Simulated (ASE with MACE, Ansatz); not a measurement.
# Site preference of Mo in place of Ru in (10-13) twin boundary in hcp Ru (70 atoms), part 2 of 3

Aim: make Mo in place of Ru at several sites of (10-13) twin boundary in hcp Ru (70 atoms), relax each, and compare their energies.

Ansatz 0.2.0; Kohn-Sham DFT, PBE, PAW (set soft_2), plane waves.

The cell: 70 Ru. The cell is under 6 Å thick along one periodic direction.

So far. Step 2 (Single point at the start): The r.m.s. force at the start is 0.21 eV/Å. Step 3 (Relaxation): The relaxation converged after 5 steps, 0.617 eV below its start, with a largest force component of 0.023 eV/Å.

### 5. Mo on a site of Ru, site Ru2

The site has 9 bonded neighbours (Ru9) at 2.65 Å on average, in the lower grain. The change is made in the relaxed cell and the atoms are relaxed again.

Contents of input.yaml:

```yaml
crystal:
  lattice:
    - [9.20106, 0.0, 0.0]
    - [2.40338, 4.86915, 0.0]
    - [0.0, 0.0, 22.21325]
  atoms:
    - { symbol: Ru, position: [0.2541, 0.05943, 0.99972] }
    - { symbol: Mo, position: [0.94107, 0.2942, 0.05187] }
    - { symbol: Ru, position: [0.48589, 0.13558, 0.05952] }
    - { symbol: Ru, position: [0.18745, 0.35941, 0.1015] }
    - { symbol: Ru, position: [0.72738, 0.20447, 0.11326] }
    [... atom lines 6 to 70 left out ...]
kpoints:
  mp_grid: { grid: [2, 3, 1] }
hamiltonian:
  xc: pbe
scf:
  occupations: { method: fermi_dirac, width: 0.1 }
output:
  forces: true
  eigenvalues: true
relax:
  f_tol: 0.05
  max_steps: 90
```

The run is started by

```sh
> ansatz run input.yaml --threads 6 --pin off --max-ram 102400MiB --backend cuda --events-out ev --progress --plain --runs-dir out
```

Numbers of over 12 decimals in the logs are rounded to 6 here.

Output:

```text
[...]
GPU FFT provider: cuFFT
GPU libraries: cuBLAS 13.8.2, cuFFT 12.4.0, cuSOLVER 12.3.4
Crystal: 70 atoms, lattice volume = 995.183 Å³
Basis set: ecut = 420 eV, 19417 PW (Γ), exchange–correlation on 128×80×300 points (8 copies of the dense FFT grid, shifted against one another)
Bands: 671, of which v1, the nominal top of the filled ones, is band 559 counted from 1 (558 counted from 0)
Symmetry: 1 space group operations
[...]
k-points: 4 of 6 (time reversal used)
[...]
GPU buffer pool allocated for 384000 grid points (all kernels)
[...]
SCF iter   1: F=—  HF=-410578.701057 eV  |F-HF|=—  |Δ(HF+E_count)|=         —  Δρ=9.58e-3  dr2=5.57e0  ethr=1.77e-3  ⟨swp⟩=5.0  Hψ=8437  notcnv=0  defer=12
[...]
SCF iter   6: F=-410578.726432 eV  HF=-410578.726453 eV  |F-HF|=2.11e-5  |Δ(HF+E_count)|=   3.16e-5  Δρ=2.93e-5  dr2=3.09e-5  ethr=5.59e-9  ⟨swp⟩=7.0  Hψ=10823  notcnv=0
SCF 1 converged in 6 iterations: F = -410578.726432 eV  dr2 = 3.09e-5
[...]
relax step   1: F+E_penalty+E_count = -410578.72643217 eV  Δ(F+E_penalty+E_count) = +0.000e0 eV  max|allowed force component| = 4.143e-1 eV/Å  Δτ_max = 0.0000 Å  (6 SCF iters, dr2 threshold 6.25e-5 eV, accepted)
[...]
relax step   2: F+E_penalty+E_count = -410578.77051812 eV  Δ(F+E_penalty+E_count) = -4.409e-2 eV  max|allowed force component| = 1.046e-1 eV/Å  Δτ_max = 0.0549 Å  (6 SCF iters, dr2 threshold 1.07e-5 eV, accepted)
[...]
relax step   3: F+E_penalty+E_count = -410578.77618425 eV  Δ(F+E_penalty+E_count) = -5.666e-3 eV  max|allowed force component| = 3.673e-2 eV/Å  Δτ_max = 0.0100 Å  (7 SCF iters, accepted)
SCF converged after 7 iterations
Free energy (F): -410578.776184 eV
[...]
Internal energy: -410576.629368 eV  (E = F + TS)
E sigma→0 (E₀):  -410577.702776 eV
Entropy (-TS):   -2.146817 eV (-30.669 meV/atom)
Fermi energy:    22.279291 eV
[...]
--- Forces (eV/Å), atoms counted from 1 ---
  atom   1  Ru    -0.00238956    -0.00111112    -0.01019816
  atom   2  Mo    -0.01203687     0.00743299     0.03384383
  atom   3  Ru    -0.00785335     0.00254355    -0.01904672
  atom   4  Ru    -0.00977720    -0.00437664     0.00757446
  atom   5  Ru     0.00261751    -0.00889893    -0.01163697
  atom   6  Ru    -0.00155043     0.00073613    -0.00414031
  atom   7  Ru     0.00390145    -0.00175211    -0.01323618
  atom   8  Ru     0.00310506     0.00067815     0.01338639
  atom   9  Ru     0.00742258    -0.00634637     0.00323462
  atom  10  Ru    -0.01387411     0.00641725     0.01138852
  atom  11  Ru     0.00001436     0.00473849     0.00157423
  atom  12  Ru     0.00304641    -0.00237893     0.00218216
  atom  13  Ru     0.00102448    -0.00105006     0.00356684
  atom  14  Ru     0.00380123    -0.00303002    -0.00271421
[...]
atom  69  Ru     0.00093883     0.00118705     0.00146303
  atom  70  Ru     0.00490636    -0.00428374     0.00142346
  max |Σ_I F_I| component: 4.65e-6 eV/Å
--- Band table (eV) ---
[...]
--- Relaxed structure (3 steps of the walk, 3 accepted, 0 SCFs on fresh bases) ---
  F+E_penalty+E_count = -410578.77618425 eV   max|allowed force component| = 3.673e-2 eV/Å
  atoms:
    - { symbol: Ru, position: [0.254015, 0.059273, 0.999308] }
    - { symbol: Mo, position: [0.937351, 0.296855, 0.051310] }
    - { symbol: Ru, position: [0.485817, 0.135749, 0.059517] }
    - { symbol: Ru, position: [0.188585, 0.360331, 0.101714] }
[...]
- { symbol: Ru, position: [0.196975, 0.602300, 0.557214] }
```

Elapsed: 10 s, on 1 × NVIDIA H100 80GB HBM3 with 6 threads of AMD EPYC 7R13 (Zen 3), shared host; peak memory 1.6 GiB.

That memory is the host's; the program planned 21.5 GiB on the GPU.

The relaxation converged after 3 steps, 0.0498 eV below its start, with a largest force component of 0.037 eV/Å.

The surroundings of the Mo atom, after relaxation, nearest first, numbered as they follow in the input and with coordinates relative to it.

```tsv
atom	x	y	z	distance (Å)	bonds
Mo2	0.00	0.00	0.00	0.00	9
Ru20	0.06	-0.03	-2.34	2.34	9
Ru5	-2.18	-0.46	1.41	2.63	11
Ru40	-0.97	2.01	1.40	2.63	11
Ru7	0.27	-0.13	2.65	2.67	12
Ru37	-1.17	-2.45	0.02	2.71	9
Ru37	1.23	2.42	0.02	2.72	9
Ru4	2.46	0.31	1.12	2.72	12
Ru39	1.26	-2.14	1.12	2.72	12
Ru1	2.34	-1.16	-1.16	2.86	12
```

The column of bonds counts only the pairs Ru-Ru within 3.18 Å, Ru-Mo within 3.18 Å; other neighbours, such as metal atoms beside each other in a compound, aren't counted, and periodic images can show an atom twice.

The largest move is 0.05 Å, by Ru20.

### 6. Mo on a site of Ru, site Ru61

The site has 12 bonded neighbours (Ru12) at 2.69 Å on average, in the upper grain. 

Input and log are left out; they have the form of those shown for this kind of step.

Wall time 9.2 s (1 × NVIDIA H100 80GB HBM3 with 6 threads of AMD EPYC 7R13 (Zen 3), shared host); peak memory 1.6 GiB.

That memory is the host's; the program planned 21.5 GiB on the GPU.

The relaxation converged after 3 steps, 0.0325 eV below its start, with a largest force component of 0.023 eV/Å.

### 7. Mo on a site of Ru, site Ru5

The site has 11 bonded neighbours (Ru11) at 2.69 Å on average, in the lower grain. 

Input and log are left out; they have the form of those shown for this kind of step.

Wall time 9.2 s (1 × NVIDIA H100 80GB HBM3 with 6 threads of AMD EPYC 7R13 (Zen 3), shared host); peak memory 1.7 GiB; 17 s of CPU time.

That memory is the host's; the program planned 21.5 GiB on the GPU.

The relaxation converged after 3 steps, 0.0349 eV below its start, with a largest force component of 0.036 eV/Å.

Local excerpt of 12 atoms (numbers count through the whole input) about the Mo atom, after relaxation; x, y, z are measured from there.

```tsv
atom	x	y	z	distance (Å)	bonds
Mo5	0.00	0.00	0.00	0.00	11
Ru2	2.20	0.45	-1.35	2.62	9
Ru37	0.99	-2.02	-1.35	2.62	9
Ru6	-2.20	1.09	1.05	2.67	12
Ru43	-0.98	-1.03	2.28	2.69	12
Ru8	0.22	1.40	2.28	2.69	12
Ru3	-2.40	-0.33	-1.19	2.70	10
Ru38	-1.20	2.11	-1.18	2.70	10
Ru40	-1.22	-2.43	0.03	2.71	11
Ru40	1.19	2.44	0.03	2.72	11
Ru7	2.43	0.31	1.32	2.78	12
Ru42	1.23	-2.12	1.33	2.79	12
```

The column of bonds counts only the pairs Ru-Ru within 3.18 Å, Ru-Mo within 3.18 Å; other neighbours, such as metal atoms beside each other in a compound, aren't counted, and periodic images can show an atom twice.

The largest move is 0.04 Å, by Ru37.

### 8. Mo on a site of Ru, site Ru67

The site has 12 bonded neighbours (Ru12) at 2.69 Å on average, in the upper grain. 

input.yaml, the sections that differ from step 5:

```yaml
crystal:
  lattice:
    - [9.20106, 0.0, 0.0]
    - [2.40338, 4.86915, 0.0]
    - [0.0, 0.0, 22.21325]
  atoms:
    [... atom lines 1 to 63 left out ...]
    - { symbol: Ru, position: [0.46383, 0.90212, 0.72034] }
    - { symbol: Ru, position: [0.16295, 0.62779, 0.67515] }
    - { symbol: Ru, position: [0.70484, 0.97137, 0.66261] }
    - { symbol: Mo, position: [0.40785, 0.69412, 0.61942] }
    - { symbol: Ru, position: [0.95134, 0.53649, 0.60517] }
    - { symbol: Ru, position: [0.65843, 0.75618, 0.56051] }
    - { symbol: Ru, position: [0.19693, 0.6023, 0.55724] }
# kpoints, hamiltonian, scf, output, relax: as in step 5
```

Output:

```text
[...]
GPU FFT provider: cuFFT
GPU libraries: cuBLAS 13.8.2, cuFFT 12.4.0, cuSOLVER 12.3.4
Crystal: 70 atoms, lattice volume = 995.183 Å³
Basis set: ecut = 420 eV, 19417 PW (Γ), exchange–correlation on 128×80×300 points (8 copies of the dense FFT grid, shifted against one another)
Bands: 671, of which v1, the nominal top of the filled ones, is band 559 counted from 1 (558 counted from 0)
Symmetry: 1 space group operations
[...]
k-points: 4 of 6 (time reversal used)
[...]
GPU buffer pool allocated for 384000 grid points (all kernels)
[...]
SCF iter   1: F=—  HF=-410578.767308 eV  |F-HF|=—  |Δ(HF+E_count)|=         —  Δρ=1.02e-2  dr2=9.19e0  ethr=1.77e-3  ⟨swp⟩=5.0  Hψ=8448  notcnv=0  defer=10
[...]
SCF iter   5: F=—  HF=-410578.762216 eV  |F-HF|=—  |Δ(HF+E_count)|=   2.86e-3  Δρ=9.70e-5  dr2=6.64e-4  ethr=1.11e-6  ⟨swp⟩=2.0  Hψ=3033  notcnv=0  defer=19
SCF iter   6: F=-410578.762146 eV  HF=-410578.762175 eV  |F-HF|=2.93e-5  |Δ(HF+E_count)|=   4.02e-5  Δρ=3.37e-5  dr2=4.41e-5  ethr=5.59e-9  ⟨swp⟩=7.0  Hψ=10992  notcnv=0
SCF 1 converged in 6 iterations: F = -410578.762146 eV  dr2 = 4.41e-5
[...]
relax step   1: F+E_penalty+E_count = -410578.76214604 eV  Δ(F+E_penalty+E_count) = +0.000e0 eV  max|allowed force component| = 2.840e-1 eV/Å  Δτ_max = 0.0000 Å  (6 SCF iters, dr2 threshold 6.25e-5 eV, accepted)
[...]
relax step   2: F+E_penalty+E_count = -410578.79012236 eV  Δ(F+E_penalty+E_count) = -2.798e-2 eV  max|allowed force component| = 1.187e-1 eV/Å  Δτ_max = 0.0329 Å  (6 SCF iters, dr2 threshold 5.04e-6 eV, accepted)
[...]
relax step   3: F+E_penalty+E_count = -410578.79907059 eV  Δ(F+E_penalty+E_count) = -8.948e-3 eV  max|allowed force component| = 5.836e-2 eV/Å  Δτ_max = 0.0119 Å  (7 SCF iters, accepted)
[...]
relax step   4: F+E_penalty+E_count = -410578.79976514 eV  Δ(F+E_penalty+E_count) = -6.946e-4 eV  max|allowed force component| = 2.941e-2 eV/Å  Δτ_max = 0.0032 Å  (6 SCF iters, accepted)
SCF converged after 6 iterations
Free energy (F): -410578.799765 eV
[...]
Internal energy: -410576.661861 eV  (E = F + TS)
E sigma→0 (E₀):  -410577.730813 eV
Entropy (-TS):   -2.137904 eV (-30.541 meV/atom)
Fermi energy:    22.276256 eV
[...]
Σ components = -410578.799765   (vs F -410578.799765, Δ=0.00e0)
--- Forces (eV/Å), atoms counted from 1 ---
  atom   1  Ru     0.00006521     0.00100293     0.00069682
  atom   2  Ru     0.00036255    -0.00185242     0.00372386
  atom   3  Ru    -0.00225130     0.00066281    -0.00032314
  atom   4  Ru     0.00064854    -0.00101233    -0.00007192
[...]
atom  70  Ru    -0.01127103    -0.02903039    -0.00075120
  max |Σ_I F_I| component: 1.03e-5 eV/Å
--- Band table (eV) ---
[...]
--- Relaxed structure (4 steps of the walk, 4 accepted, 0 SCFs on fresh bases) ---
  F+E_penalty+E_count = -410578.79976514 eV   max|allowed force component| = 2.941e-2 eV/Å
  atoms:
    - { symbol: Ru, position: [0.254613, 0.059024, 0.999909] }
    - { symbol: Ru, position: [0.941321, 0.293929, 0.051940] }
    - { symbol: Ru, position: [0.486517, 0.135065, 0.059538] }
    - { symbol: Ru, position: [0.187639, 0.359225, 0.101507] }
[...]
- { symbol: Ru, position: [0.195093, 0.600337, 0.556801] }
```

It took 11 s on 1 × NVIDIA H100 80GB HBM3 with 6 threads; peak memory 1.7 GiB.

That memory is the host's; the program planned 21.5 GiB on the GPU.

The relaxation converged after 4 steps, 0.0376 eV below its start, with a largest force component of 0.029 eV/Å.

### 9. Mo on a site of Ru, site Ru27

The site has 12 bonded neighbours (Ru12) at 2.69 Å on average, in the upper grain. 

Input and log are left out; they have the form of those shown for this kind of step.

The job ended after 9.7 s (1 × NVIDIA H100 80GB HBM3 with 6 threads of AMD EPYC 7R13 (Zen 3), shared host; peak memory 1.6 GiB).

That memory is the host's; the program planned 21.5 GiB on the GPU.

The relaxation converged after 3 steps, 0.0300 eV below its start, with a largest force component of 0.030 eV/Å.

### 10. Mo on a site of Ru, site Ru21

The site has 10 bonded neighbours (Ru10) at 2.68 Å on average, in the upper grain. 

input.yaml, the sections that differ from step 8:

```yaml
crystal:
  lattice:
    - [9.20106, 0.0, 0.0]
    - [2.40338, 4.86915, 0.0]
    - [0.0, 0.0, 22.21325]
  atoms:
    [... atom lines 1 to 17 left out ...]
    - { symbol: Ru, position: [0.89468, 0.32899, 0.49974] }
    - { symbol: Ru, position: [0.43432, 0.17426, 0.49973] }
    - { symbol: Ru, position: [0.9411, 0.29418, 0.94759] }
    - { symbol: Mo, position: [0.4859, 0.13557, 0.93992] }
    - { symbol: Ru, position: [0.18748, 0.35939, 0.89795] }
    - { symbol: Ru, position: [0.7274, 0.20445, 0.88619] }
    - { symbol: Ru, position: [0.43299, 0.42526, 0.84002] }
    [... atom lines 25 to 70 left out ...]
# kpoints, hamiltonian, scf, output, relax: as in step 8
```

Output:

```text
[...]
GPU FFT provider: cuFFT
GPU libraries: cuBLAS 13.8.2, cuFFT 12.4.0, cuSOLVER 12.3.4
Crystal: 70 atoms, lattice volume = 995.183 Å³
Basis set: ecut = 420 eV, 19417 PW (Γ), exchange–correlation on 128×80×300 points (8 copies of the dense FFT grid, shifted against one another)
Bands: 671, of which v1, the nominal top of the filled ones, is band 559 counted from 1 (558 counted from 0)
Symmetry: 1 space group operations
[...]
k-points: 4 of 6 (time reversal used)
[...]
GPU buffer pool allocated for 384000 grid points (all kernels)
[...]
SCF iter   1: F=—  HF=-410578.809763 eV  |F-HF|=—  |Δ(HF+E_count)|=         —  Δρ=9.92e-3  dr2=8.00e0  ethr=1.77e-3  ⟨swp⟩=5.0  Hψ=8506  notcnv=0  defer=14
[...]
SCF iter   5: F=—  HF=-410578.814004 eV  |F-HF|=—  |Δ(HF+E_count)|=   2.82e-3  Δρ=9.24e-5  dr2=6.47e-4  ethr=8.85e-7  ⟨swp⟩=1.8  Hψ=2837  notcnv=0  defer=24
SCF iter   6: F=-410578.813944 eV  HF=-410578.813967 eV  |F-HF|=2.33e-5  |Δ(HF+E_count)|=   3.74e-5  Δρ=3.06e-5  dr2=3.45e-5  ethr=5.59e-9  ⟨swp⟩=7.0  Hψ=10528  notcnv=0
SCF 1 converged in 6 iterations: F = -410578.813944 eV  dr2 = 3.45e-5
[...]
relax step   1: F+E_penalty+E_count = -410578.81394372 eV  Δ(F+E_penalty+E_count) = +0.000e0 eV  max|allowed force component| = 3.761e-1 eV/Å  Δτ_max = 0.0000 Å  (6 SCF iters, dr2 threshold 6.25e-5 eV, accepted)
[...]
relax step   2: F+E_penalty+E_count = -410578.85347057 eV  Δ(F+E_penalty+E_count) = -3.953e-2 eV  max|allowed force component| = 1.854e-1 eV/Å  Δτ_max = 0.0734 Å  (6 SCF iters, dr2 threshold 8.84e-6 eV, accepted)
[...]
relax step   3: F+E_penalty+E_count = -410578.86345557 eV  Δ(F+E_penalty+E_count) = -9.985e-3 eV  max|allowed force component| = 7.302e-2 eV/Å  Δτ_max = 0.0137 Å  (7 SCF iters, accepted)
[...]
relax step   4: F+E_penalty+E_count = -410578.86496591 eV  Δ(F+E_penalty+E_count) = -1.510e-3 eV  max|allowed force component| = 1.933e-2 eV/Å  Δτ_max = 0.0125 Å  (6 SCF iters, accepted)
SCF converged after 6 iterations
Free energy (F): -410578.864966 eV
[...]
Internal energy: -410576.740030 eV  (E = F + TS)
E sigma→0 (E₀):  -410577.802498 eV
Entropy (-TS):   -2.124935 eV (-30.356 meV/atom)
Fermi energy:    22.282011 eV
[...]
Σ components = -410578.864966   (vs F -410578.864966, Δ=0.00e0)
--- Forces (eV/Å), atoms counted from 1 ---
  atom   1  Ru    -0.00617307    -0.00729777     0.00063087
  atom   2  Ru    -0.00129915    -0.00073432     0.00146625
  atom   3  Ru    -0.00367540     0.00481136    -0.01933305
  atom   4  Ru    -0.00461441     0.00201991     0.01533065
[...]
atom  70  Ru     0.00286272    -0.00305253     0.00309870
  max |Σ_I F_I| component: 1.64e-5 eV/Å
--- Band table (eV) ---
[...]
--- Relaxed structure (4 steps of the walk, 4 accepted, 0 SCFs on fresh bases) ---
  F+E_penalty+E_count = -410578.86496591 eV   max|allowed force component| = 1.933e-2 eV/Å
  atoms:
    - { symbol: Ru, position: [0.253749, 0.057391, 0.999932] }
    - { symbol: Ru, position: [0.940440, 0.294700, 0.052068] }
    - { symbol: Ru, position: [0.485370, 0.136120, 0.060372] }
    - { symbol: Ru, position: [0.186042, 0.360595, 0.101532] }
[...]
- { symbol: Ru, position: [0.197176, 0.601805, 0.557099] }
```

Elapsed: 10 s, on 1 × NVIDIA H100 80GB HBM3 with 6 threads; peak memory 1.7 GiB; 22 s of CPU time.

That memory is the host's; the program planned 21.5 GiB on the GPU.

The relaxation converged after 4 steps, 0.0510 eV below its start, with a largest force component of 0.019 eV/Å.

A closer look about the Mo atom, after relaxation: 11 atoms, nearest first, numbered in the order of the input, with positions taken from that point.

```tsv
atom	x	y	z	distance (Å)	bonds
Mo21	0.00	0.00	0.00	0.00	10
Ru3	-0.08	0.04	2.62	2.62	10
Ru23	2.34	0.36	-1.27	2.69	11
Ru58	1.13	-2.08	-1.27	2.69	11
Ru59	-1.06	-0.99	-2.28	2.70	12
Ru24	0.14	1.44	-2.28	2.70	12
Ru22	-2.27	1.12	-0.99	2.71	12
Ru56	1.13	2.47	-0.05	2.71	10
Ru56	-1.27	-2.40	-0.05	2.72	10
Ru1	-2.40	-0.35	1.28	2.74	12
Ru36	-1.19	2.11	1.28	2.74	12
```

The column of bonds counts only the pairs Ru-Ru within 3.18 Å, Ru-Mo within 3.18 Å; other neighbours, such as metal atoms beside each other in a compound, aren't counted, and periodic images can show an atom twice.

The largest move is 0.10 Å, by Mo21.

### 11. Mo on a site of Ru, site Ru9

The site has 12 bonded neighbours (Ru12) at 2.69 Å on average, in the lower grain. 

Input and log are left out; they have the form of those shown for this kind of step.

Run time: 7.1 s. Hardware: 1 × NVIDIA H100 80GB HBM3 with 6 threads of AMD EPYC 7R13 (Zen 3), shared host; peak memory 1.6 GiB.

That memory is the host's; the program planned 21.5 GiB on the GPU.

The relaxation converged after 3 steps, 0.0298 eV below its start, with a largest force component of 0.030 eV/Å.

(Continued in part 3 of 3.)

[Logs are printed without paths, hosts, clocks, repeated set-up lines and the standing remarks that a program may print on its own settings, such as how far it seeks lower states.]

[Hosts, paths, dates, database ids (printed as entryN), source tags and the programs' standing remarks are cut or masked in the printed files.]
